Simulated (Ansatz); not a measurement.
# A hypothetical structure for HfScB2, part 2 of 2

This structure for HfScB2 is made up. Its elements were placed in a known structure type with a cell scaled to their sizes. What cell does the guess relax to, and how far off was it?

Ansatz 0.2.0; DFT, PBE, plane-wave PAW, files of the set soft_1, scalar-relativistic, no spin, cell and ions relaxed at zero pressure; PAW set soft_1 (the session's first sound run).

So far: The structure; Relaxing cell and atoms. The relaxed cell has a = 3.448, c = 4.881 Å (conventional setting).

## (3) Electronic structure of the relaxed cell

A second self-consistent run takes a narrower smearing and the mesh shown in its input; the bands follow along the standard path of the relaxed lattice.

This step: DFT, PBE, plane-wave PAW, files of the set soft_1, scalar-relativistic, no spin, bands and density of states at the relaxed cell; PAW set soft_1 (Ansatz 0.2.0).

Contents of input.yaml:

```yaml
crystal:
  lattice:
    - [3.4475787742, 0.0, 0.0]
    - [0.0, 3.4475787742, 0.0]
    - [0.0, 0.0, 4.8813974519]
  atoms:
    - { symbol: Hf, position: [0.5, 0.5, 0.0] }
    - { symbol: Sc, position: [0.0, 0.0, 0.5] }
    - { symbol: B, position: [0.5, 0.5, 0.5] }
    - { symbol: B, position: [0.0, 0.0, 0.0] }
kpoints:
  mp_grid: { grid: [10, 10, 6] }
  band_path:
    path:
      - [[0.0, 0.0, 0.0], [0.0, 0.5, 0.0], [0.5, 0.5, 0.0], [0.0, 0.0, 0.0], [0.0, 0.0, 0.5], [0.0, 0.5, 0.5], [0.5, 0.5, 0.5], [0.0, 0.0, 0.5]]
      - [[0.0, 0.5, 0.0], [0.0, 0.5, 0.5]]
      - [[0.5, 0.5, 0.0], [0.5, 0.5, 0.5]]
    npoints: 8
scf:
  occupations: { method: fermi_dirac, width: 0.03 }
  n_extra_bands: 8
hamiltonian:
  xc: pbe
  pseudopotentials: { kind: paw, azcp: { folder: soft_1 } }
output:
  forces: true
  stress: true
  write_bands: true
  dos: { projected: true }
  write_density: true
  write_potential: true
  elf: true
  volumetric_format: npy
```

The run is started by

```bash
$ ansatz run input.yaml --threads 4 --pin off --max-ram 8192MiB --backend cpu --events-out ev --progress --plain --runs-dir out
```

Numbers of over 12 decimals in the logs are rounded to 6 here.

Output:

```text
[...]
Crystal: 4 atoms, lattice volume = 58.019 Å³
Basis set: ecut = 420 eV, 1125 PW (Γ), exchange–correlation on 48×48×72 points (8 copies of the dense FFT grid, shifted against one another)
Bands: 30, of which v1, the nominal top of the filled ones, is band 22 counted from 1 (21 counted from 0)
Symmetry: 16 space group operations
[...]
k-points: 84 of 600
[...]
SCF iter   1: F=—  HF=-18171.037876 eV  |F-HF|=—  |Δ(HF+E_count)|=         —  Δρ=5.81e-2  dr2=3.04e0  ethr=3.10e-3  ⟨swp⟩=4.1  Hψ=8483  notcnv=0
[...]
SCF iter   9: F=-18170.208610 eV  HF=-18170.208610 eV  |F-HF|=1.63e-8  |Δ(HF+E_count)|=  3.02e-10  Δρ=4.83e-6  dr2=1.93e-8  ethr=2.33e-10  ⟨swp⟩=12.5  Hψ=15676  notcnv=0
SCF 1 converged in 9 iterations: F = -18170.208610 eV  dr2 = 1.93e-8
[...]
NSCF: frozen V_eff on 75 k-points
SCF converged after 9 iterations
Free energy (F): -18170.208610 eV
[...]
Internal energy: -18170.195698 eV  (E = F + TS)
E sigma→0 (E₀):  -18170.202154 eV
Entropy (-TS):   -0.012913 eV (-3.228 meV/atom)
Fermi energy:    12.196984 eV
[...]
--- Stress (GPa, compression-positive) ---
        0.249683       0.000000       0.000000
        0.000000       0.249683       0.000000
        0.000000       0.000000      -0.483957
  P = ⅓ Tr σ = 0.0051 GPa (0.051 kbar)
--- Band table (eV; the first three rows and the last of 84) ---
  k-point 0: bands = [... 18 lower, 11.9718, 13.9957, 13.9957, 14.4706, 14.4706, 14.5017, 15.6521, 15.6529, ... 4 higher]
  k-point 1: bands = [... 18 lower, 12.0812, 13.8271, 13.8637, 13.8637, 14.1805, 14.1805, 14.2896, 15.7141, ... 4 higher]
  k-point 2: bands = [... 18 lower, 12.2303, 12.3762, 13.5896, 13.5896, 13.8028, 13.8939, 13.8939, 15.8701, ... 4 higher]
  k-point 83: bands = [... 18 lower, 10.6813, 10.9704, 11.2529, 11.2529, 11.7869, 16.4951, 16.4951, 16.9260, ... 4 higher]
```

It took 2.8 s on 4 threads of Arm Neoverse V2, shared host; peak memory 0.45 GiB.

In the SCF lines HF is the Harris–Foulkes energy and dr2 the Hartree energy of the density residual, in eV; the loop may stop once dr2 is under the threshold and the program's other checks hold. Hψ counts applications of the Hamiltonian.

Numbers from this step:

```yaml
free_energy: -18170.2086 eV
energy_at_zero_smearing: -18170.2022 eV
smearing_term_ts: 0.01291 eV
pressure: 0.005136 GPa
```

bands.tsv at the labelled points (eV, zero at the Fermi level; the bands that come nearest the Fermi level along the path):

```tsv
point	band 18	band 19	band 20	band 21	band 22	band 23	band 24	band 25
Γ	-1.44	-0.23	1.80	1.80	2.27	2.27	2.30	3.46
X	-2.72	-1.81	-1.17	-0.72	-0.53	-0.06	3.73	4.12
M	-1.43	-1.43	-0.16	-0.16	1.71	1.80	1.80	1.87
Γ	-1.44	-0.23	1.80	1.80	2.27	2.27	2.30	3.46
Z	-1.61	-0.84	0.43	1.27	1.27	1.27	1.60	1.60
R	-4.23	-3.73	-1.10	-0.97	-0.49	-0.35	4.56	4.62
A	-1.52	-1.52	-1.23	-0.94	-0.94	-0.41	4.30	4.30
Z	-1.61	-0.84	0.43	1.27	1.27	1.27	1.60	1.60
X	-2.72	-1.81	-1.17	-0.72	-0.53	-0.06	3.73	4.12
R	-4.23	-3.73	-1.10	-0.97	-0.49	-0.35	4.56	4.62
M	-1.43	-1.43	-0.16	-0.16	1.71	1.80	1.80	1.87
A	-1.52	-1.52	-1.23	-0.94	-0.94	-0.41	4.30	4.30
```

Counts of states for the cell as run, both spins, by energy window (eV from the Fermi level):

| from | to | total |
| --- | --- | --- |
| -8 | -7 | 0.43 |
| -7 | -6 | 0.84 |
| -6 | -5 | 2.44 |
| -5 | -4 | 0.20 |
| -4 | -3 | 0.34 |
| -3 | -2 | 1.67 |
| -2 | -1 | 2.43 |
| -1 | 0 | 4.46 |
| 0 | 1 | 2.48 |
| 1 | 2 | 0.74 |
| 2 | 3 | 1.29 |
| 3 | 4 | 2.26 |

Below -8 eV lie 30.1 more states.

Valence density in the ac plane at fractional y = 0.000, with atoms of Sc and B within 0.2 Å of it. It is the smooth field of the valence electrons, not physical close to the nuclei.

Values in e/Å³, 19 rows by 14 columns, each cell a mean:
```
0.5 0.6 0.6 0.5 0.3 0.2 0.2 0.2 0.2 0.2 0.4 0.5 0.6 0.6
0.6 0.6 0.5 0.4 0.3 0.2 0.2 0.2 0.2 0.2 0.3 0.4 0.5 0.6
0.5 0.5 0.4 0.3 0.2 0.2 0.1 0.1 0.1 0.2 0.2 0.3 0.4 0.5
0.3 0.3 0.3 0.2 0.2 0.1 0.1 0.1 0.1 0.1 0.2 0.2 0.3 0.3
0.3 0.3 0.2 0.2 0.1 0.1 0.1 0.1 0.1 0.1 0.1 0.2 0.2 0.3
0.6 0.4 0.3 0.2 0.1 0.1 0.1 0.1 0.1 0.1 0.1 0.2 0.3 0.5
2.4 1.8 0.9 0.3 0.2 0.1 0.1 0.1 0.1 0.1 0.2 0.4 1.0 1.9
5.8 4.5 2.4 0.7 0.2 0.1 0.1 0.1 0.1 0.1 0.3 1.0 2.8 4.9
8.2 6.8 3.9 1.2 0.3 0.2 0.1 0.1 0.1 0.2 0.4 1.7 4.5 7.2
8.5 7.1 4.2 1.3 0.3 0.2 0.1 0.1 0.1 0.2 0.4 1.9 4.8 7.6
6.4 5.1 2.8 0.8 0.2 0.1 0.1 0.1 0.1 0.1 0.3 1.2 3.2 5.5
3.1 2.4 1.2 0.4 0.2 0.1 0.1 0.1 0.1 0.1 0.2 0.5 1.4 2.6
0.9 0.7 0.4 0.2 0.1 0.1 0.1 0.1 0.1 0.1 0.1 0.2 0.4 0.7
0.3 0.3 0.2 0.2 0.1 0.1 0.1 0.1 0.1 0.1 0.1 0.2 0.2 0.3
0.3 0.3 0.2 0.2 0.2 0.1 0.1 0.1 0.1 0.1 0.2 0.2 0.2 0.3
0.4 0.4 0.3 0.3 0.2 0.2 0.1 0.1 0.1 0.2 0.2 0.3 0.4 0.4
0.6 0.6 0.5 0.4 0.3 0.2 0.2 0.1 0.2 0.2 0.3 0.4 0.5 0.6
0.5 0.6 0.6 0.5 0.3 0.2 0.2 0.2 0.2 0.2 0.4 0.5 0.6 0.6
0.4 0.6 0.7 0.5 0.3 0.2 0.2 0.2 0.2 0.3 0.4 0.6 0.7 0.5
```
Columns run along a (3.4 Å), rows up along c (4.9 Å). Atoms in or near the plane, at fractional coordinates: Sc at (0.00, 0.50), B at (0.00, 0.00).

Electrostatic potential energy in the ac plane at fractional y = 0.000, with atoms of Sc and B within 0.2 Å of it. With pseudopotentials it is smooth inside the atoms' cores, unlike the true potential.

Ten even steps from '_' (-40 eV) to '@' (16 eV), each cell a mean:
```
::::++%%@@@@@@@@@@@@@@##==::
--==##%%@@@@@@@@@@@@@@%%**==
####%%@@@@@@@@@@@@@@@@@@%%##
%%@@@@@@@@@@@@@@@@@@@@@@@@%%
%%%%@@@@@@@@@@@@@@@@@@@@@@%%
####%%%%@@@@@@@@@@@@@@%%%%##
--==++##%%@@@@@@@@@@%%##++==
__..--**%%@@@@@@@@@@##++::..
____..++##@@@@@@@@%%##==..__
____..++##@@@@@@@@%%##==..__
__..--**%%@@@@@@@@@@##++::__
::--++##%%@@@@@@@@@@%%**==--
****##%%@@@@@@@@@@@@@@%%##**
%%%%%%@@@@@@@@@@@@@@@@@@%%%%
%%@@@@@@@@@@@@@@@@@@@@@@@@%%
%%%%@@@@@@@@@@@@@@@@@@@@%%%%
==++##@@@@@@@@@@@@@@@@%%##++
::::++%%@@@@@@@@@@@@@@##==::
::::==##@@@@@@@@@@@@@@##--::
```
Columns run along a (3.4 Å; values clipped at the 3rd and 97th percentile), rows up along c (4.9 Å). Atoms in or near the plane, at fractional coordinates: Sc at (0.00, 0.50), B at (0.00, 0.00).

ELF in the ac plane at fractional y = 0.000, with atoms of Sc and B within 0.2 Å of it. It is the smooth field of the valence electrons, not physical close to the nuclei.

Ten even steps from '_' (0.02) to '@' (0.77), each cell a mean:
```
__::##@@@@##==--++##@@@@**..
==**%%@@%%**==--++##@@@@%%++
%%%%@@@@%%**==--==**%%@@@@%%
********++++======++********
::::::::------==------::::::
--::..__..::------::..__..--
%%##++..__..::--::..__::++%%
**##%%==____::::..__..++%%##
..==%%**..__..::..__::####--
__==%%**..__..::..__::####--
++##%%++..__::::..__..**%%**
%%%%**::__..::--::____--**%%
++==::____..----::..__..::==
......::::----------::::....
++++++++++==========++++++++
%%%%%%%%##++======**##%%%%%%
++##@@@@%%**==--++##@@@@%%**
..--##@@@@##==--++##@@@@##::
__..**@@@@##==--++##@@@@++__
```
Columns run along a (3.4 Å), rows up along c (4.9 Å). Atoms in or near the plane, at fractional coordinates: Sc at (0.00, 0.50), B at (0.00, 0.00).

## (4) What came out

```json
{
  "space group, relaxed": "P4/mmm",
  "conventional cell": "a = 3.448, b = 3.448, c = 4.881 Å; α = 90.0°, β = 90.0°, γ = 90.0°",
  "volume per atom": "14.50 Å³ (guess 11.74)"
}
```

What this shows: HfScB2 relaxes to P4/mmm with a = 3.448, b = 3.448 and c = 4.881 Å. The guessed volume was 19 % too small. The space group P4/mmm was held in the relaxation, so the end point is a stationary structure within it and may be a saddle against distortions or other arrangements. Bands cross the Fermi level, so it is a metal or semimetal at this level. The electron count is odd, which forces that without spin polarisation or a larger cell. On the 10×10×6 mesh with the narrower smearing (relaxed on 8×8×6) the forces vanish, as symmetry may demand, and the largest stress component is 0.484 GPa, against the relaxation's thresholds of 0.015 eV/Å and 0.05 GPa. The cutoff wasn't tested. A vector of the cell changed its length by 8 %, more than the volume shows. Spin-orbit coupling is left out, which can matter for elements this heavy. No dispersion term is used, so weakly bound directions may come out too long. Nothing here tests whether the compound is stable against decomposition.

[Logs are printed without paths, hosts, clocks, repeated set-up lines and the standing remarks that a program may print on its own settings, such as how far it seeks lower states.]

[Hosts, paths, dates, database ids (printed as entryN), source tags and the programs' standing remarks are cut or masked in the printed files.]
